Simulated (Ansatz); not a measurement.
**N on W(110): change of the work function**

Wanted: Δφ(θ) for N/W(110), starting from the hollow site.

Program: Ansatz 0.2.0. Level of theory: plane-wave DFT, PBE, Ansatz PAW. Results are calculated unless marked as measured.

Most raw output is cut from this account.

## (1) The structure

The cell holds 4 atoms: 4 W. Cell: a = 2.737 Å, b = 2.737 Å, c = 24.703 Å, α = 90.0°, β = 90.0°, γ = 70.5°. Vacuum lies along c.

## (2) The clean slab

The bare slab comes first, as the zero from which every change is counted. The two lowest layers are held at bulk places and the upper ones relax. The dipole correction removes the false field that a one-sided slab makes across the periodic vacuum, so each face gets a flat vacuum level of its own.

Input file input.yaml:

```yaml
crystal:
  lattice:
    - [2.2344574285, -1.58, 0.0]
    - [2.2344574285, 1.58, 0.0]
    - [0.0, 0.0, 24.7033722856]
  atoms:
    - { symbol: W, position: [0.0, 0.0, 0.3643227287] }
    - { symbol: W, position: [0.5, 0.5, 0.4547742429] }
    - { symbol: W, position: [0.0, 0.0, 0.5452257571] }
    - { symbol: W, position: [0.5, 0.5, 0.6356772713] }
kpoints:
  mp_grid: { grid: [12, 12, 1] }
hamiltonian:
  xc: pbe
scf:
  occupations: { method: fermi_dirac, width: 0.1 }
  convergence: { dr2_threshold: 1.0e-08 }
efield:
  axis: 3
  dipole_correction: true
  ramp_position: 0.97
  ramp_width: 0.06
relax:
  f_tol: 0.02
  max_steps: 60
  constraints: [{ sites: [0, 1] }]
output:
  write_potential: true
  write_density: true
  volumetric_format: npy
```

Launch:

```sh
> ansatz run input.yaml --threads 4 --pin off --max-ram 16384MiB --backend cpu --events-out ev --progress --plain --runs-dir out
```

Elapsed: 28 s, on 4 threads of Arm Neoverse V1, shared host; peak memory 0.59 GiB; 1.9 min of CPU time.

Relaxation path:

```
step  energy less that of the first step (eV)  largest force component (eV/Å)
   1                                   0.0000                          0.6535
   2                                   0.0440                          1.3654
   3                                  -0.0126                          0.0900
   4                                  -0.0130                          0.0113
```

Relaxation step 2 was tried and not accepted.

Forces are held to the 4 operations that the run works with; a distortion that breaks them can't arise in this run.

The atoms that moved most (Å):

```
atom     dx     dy     dz  length
  W3  0.000  0.000  0.038   0.038
```

Final coordinates:

```xyz
4
Lattice="2.2345 -1.5800 0.0000 2.2345 1.5800 0.0000 0.0000 0.0000 24.7034" Properties=species:S:1:pos:R:3
W     0.0000    0.0000    9.0000
W     2.2345    0.0000   11.2345
W     0.0000    0.0000   13.5068
W     2.2345    0.0000   15.6990
```

Numbers from this step:

* energy at zero smearing: -41536.4168 eV
* work function, upper face: 4.845 eV
* work function, lower face: 4.899 eV
* dipole along the normal: 0.002118 e·Å
* step between the vacuum levels: -0.05428 eV

Running mean over 2.234 Å of the planar mean; the ramp of the sawtooth is left out. The electron's electrostatic potential energy less the Fermi level by z:

z (Å), electron's electrostatic potential energy less the Fermi level (eV) and a bar from the least value:
```
        4        4.9 ##############################
        5        4.9 ##############################
        6        4.8 ##############################
        7        3.3 ###########################
        8       -5.8 ############
        9      -12.2 #
       10      -12.6 #
       11      -12.7 
       12      -12.5 #
       13      -12.6 #
       14      -13.0 
       15      -12.9 
       16      -11.5 ##
       17       -2.3 ##################
       18        4.1 #############################
       19        4.8 ##############################
       20        4.8 ##############################
       21        4.8 ##############################
```

The relaxation took 4 steps and lowered the energy by 0.013 eV; the largest force on the free atoms ends at 0.011 eV/Å.

The work function of the upper face is 4.84 eV.

## (3) The covered slab, k-mesh 4×4×1, coverage 0.111 ML

System of this step: W36N (N/W(110)). The cell holds 37 atoms: 36 W and 1 N. Cell: a = 8.210 Å, b = 8.210 Å, c = 26.557 Å, α = 90.0°, β = 90.0°, γ = 70.5°. Vacuum lies along c.

The clean slab as it ended is repeated in the plane and the adsorbate is set on one face; the cell's size fixes the coverage, and the k-mesh shrinks with it to keep the sampling density about even. Adsorbate and upper layers relax, since the dipole depends on the height.

Input file input.yaml:

```yaml
crystal:
  lattice:
    - [6.7033722855, -4.74, 0.0]
    - [6.7033722855, 4.74, 0.0]
    - [0.0, 0.0, 26.5566077499]
  atoms:
    - { symbol: W, position: [0.0, 0.0, 0.3388987059] }
    - { symbol: W, position: [0.1666666667, 0.1666666667, 0.4230381205] }
    - { symbol: W, position: [0.0, 0.0, 0.5086038405] }
    - { symbol: W, position: [0.1666666667, 0.1666666667, 0.5911508627] }
    - { symbol: W, position: [0.0, 0.3333333333, 0.3388987059] }
    - { symbol: W, position: [0.1666666667, 0.5, 0.4230381205] }
    - { symbol: W, position: [0.0, 0.3333333333, 0.5086038405] }
    - { symbol: W, position: [0.1666666667, 0.5, 0.5911508627] }
[... 24 atom lines left out ...]
    - { symbol: W, position: [0.6666666667, 0.6666666667, 0.3388987059] }
    - { symbol: W, position: [0.8333333333, 0.8333333333, 0.4230381205] }
    - { symbol: W, position: [0.6666666667, 0.6666666667, 0.5086038405] }
    - { symbol: W, position: [0.8333333333, 0.8333333333, 0.5911508627] }
    - { symbol: "N", position: [0.28, 0.28, 0.6611012941] }
kpoints:
  mp_grid: { grid: [4, 4, 1] }
hamiltonian:
  xc: pbe
scf:
  occupations: { method: fermi_dirac, width: 0.1 }
  convergence: { dr2_threshold: 1.0e-08 }
efield:
  axis: 3
  dipole_correction: true
  ramp_position: 0.97
  ramp_width: 0.06
relax:
  f_tol: 0.02
  max_steps: 60
  constraints:
    - { sites: [0, 1, 4, 5, 8, 9, 12, 13, 16, 17, 20, 21, 24, 25, 28, 29, 32, 33] }
output:
  write_potential: true
  write_density: true
  volumetric_format: npy
```

Elapsed: 27 min, on 4 threads; peak memory 9.3 GiB.

This run has no spin polarisation although its electron count is odd.

Relaxation path:

```
step  energy less that of the first step (eV)  largest force component (eV/Å)
   1                                   0.0000                          5.5788
   2                                  -1.4775                          4.8517
   3                                  -2.3863                          2.6348
   4                                  -2.7689                          0.8836
   5                                  -2.8571                          0.4439
   6                                  -2.8701                          0.7650
   7                                  -2.8969                          0.1036
   8                                  -2.8999                          0.0495
   9                                  -2.9004                          0.0104
```

The run keeps the 2 symmetry operations that it works with, so distortions that break them were not tested.

The atoms that moved most (Å):

```
atom      dx      dy      dz  length
 N37   0.322   0.000  -0.690   0.762
  W8   0.005   0.005   0.054   0.054
 W16   0.005  -0.005   0.054   0.054
 W20   0.047   0.000   0.010   0.048
  W4  -0.013   0.000   0.044   0.045
 W36   0.017   0.000  -0.023   0.028
 W11   0.006   0.016  -0.020   0.026
 W27   0.006  -0.016  -0.020   0.026
```

The relaxed structure:

```xyz
37
Lattice="6.7034 -4.7400 0.0000 6.7034 4.7400 0.0000 0.0000 0.0000 26.5566" Properties=species:S:1:pos:R:3
W     0.0000    0.0000    9.0000
W     2.2345    0.0000   11.2345
W     0.0123    0.0000   13.5097
W     2.2219    0.0000   15.7425
W     2.2345    1.5800    9.0000
W     4.4689    1.5800   11.2345
W     2.2443    1.5823   13.5111
W     4.4744    1.5854   15.7526
W     4.4689    3.1600    9.0000
W     6.7034    3.1600   11.2345
W     4.4747    3.1760   13.4865
W     6.7170    3.1637   15.7009
W     2.2345   -1.5800    9.0000
W     4.4689   -1.5800   11.2345
W     2.2443   -1.5823   13.5111
W     4.4744   -1.5854   15.7526
W     4.4689    0.0000    9.0000
W     6.7034    0.0000   11.2345
W     4.4710    0.0000   13.5054
W     6.7499    0.0000   15.7085
W     6.7034    1.5800    9.0000
W     8.9378    1.5800   11.2345
W     6.6967    1.5866   13.5130
W     8.9357    1.5782   15.6766
W     4.4689   -3.1600    9.0000
W     6.7034   -3.1600   11.2345
W     4.4747   -3.1760   13.4865
W     6.7170   -3.1637   15.7009
W     6.7034   -1.5800    9.0000
W     8.9378   -1.5800   11.2345
W     6.6967   -1.5866   13.5130
W     8.9357   -1.5782   15.6766
W     8.9378    0.0000    9.0000
W    11.1723    0.0000   11.2345
W     8.9316    0.0000   13.5052
W    11.1892    0.0000   15.6764
N     4.0757    0.0000   16.8663
```

This step gave:

| Quantity | Value |
| --- | --- |
| energy at zero smearing | -374213.5065 eV |
| work function, upper face | 4.923 eV |
| work function, lower face | 4.896 eV |
| dipole along the normal | -0.009598 e·Å |
| step between the vacuum levels | 0.02733 eV |

Running mean over 2.234 Å of the planar mean; the ramp of the sawtooth is left out. Table of electron's electrostatic potential energy less the Fermi level by z:

```
z (Å)  electron's electrostatic potential energy less the Fermi level (eV)
  3.5                                                                 4.90
  4.0                                                                 4.90
  4.5                                                                 4.89
  5.0                                                                 4.88
  5.5                                                                 4.85
  6.0                                                                 4.75
  6.5                                                                 4.41
  7.0                                                                 3.27
  7.5                                                               -0.133
  8.0                                                                -5.76
  8.5                                                                -10.5
  9.0                                                                -12.2
  9.5                                                                -12.5
 10.0                                                                -12.6
 10.5                                                                -12.7
 11.0                                                                -12.7
 11.5                                                                -12.7
 12.0                                                                -12.5
 12.5                                                                -12.4
 13.0                                                                -12.6
 13.5                                                                -12.7
 14.0                                                                -12.9
 14.5                                                                -12.9
 15.0                                                                -12.8
 15.5                                                                -12.6
 16.0                                                                -11.9
 16.5                                                                -8.57
 17.0                                                                -2.89
 17.5                                                                 1.75
 18.0                                                                 3.87
 18.5                                                                 4.64
 19.0                                                                 4.85
 19.5                                                                 4.90
 20.0                                                                 4.92
 20.5                                                                 4.92
 21.0                                                                 4.92
 21.5                                                                 4.92
 22.0                                                                 4.92
 22.5                                                                 4.92
 23.0                                                                 4.92
```

The relaxation took 9 steps and lowered the energy by 2.9 eV; the largest force on the free atoms ends at 0.010 eV/Å.

The covered face has 4.92 eV, +0.08 eV against the clean one; the bare back face has moved by -0.00 eV, a measure of how thin the slab is.

(Continued in part 2 of 2.)

[Logs are printed without paths, hosts, clocks, repeated set-up lines and the standing remarks that a program may print on its own settings, such as how far it seeks lower states.]

[Hosts, paths, dates, database ids (printed as entryN), source tags and the programs' standing remarks are cut or masked in the printed files.]

[Maps of the electrostatic potential energy from Ansatz leave out the sawtooth potential of an applied field or a dipole correction, so their vacuum need not be flat; planar profiles and work functions include it.]
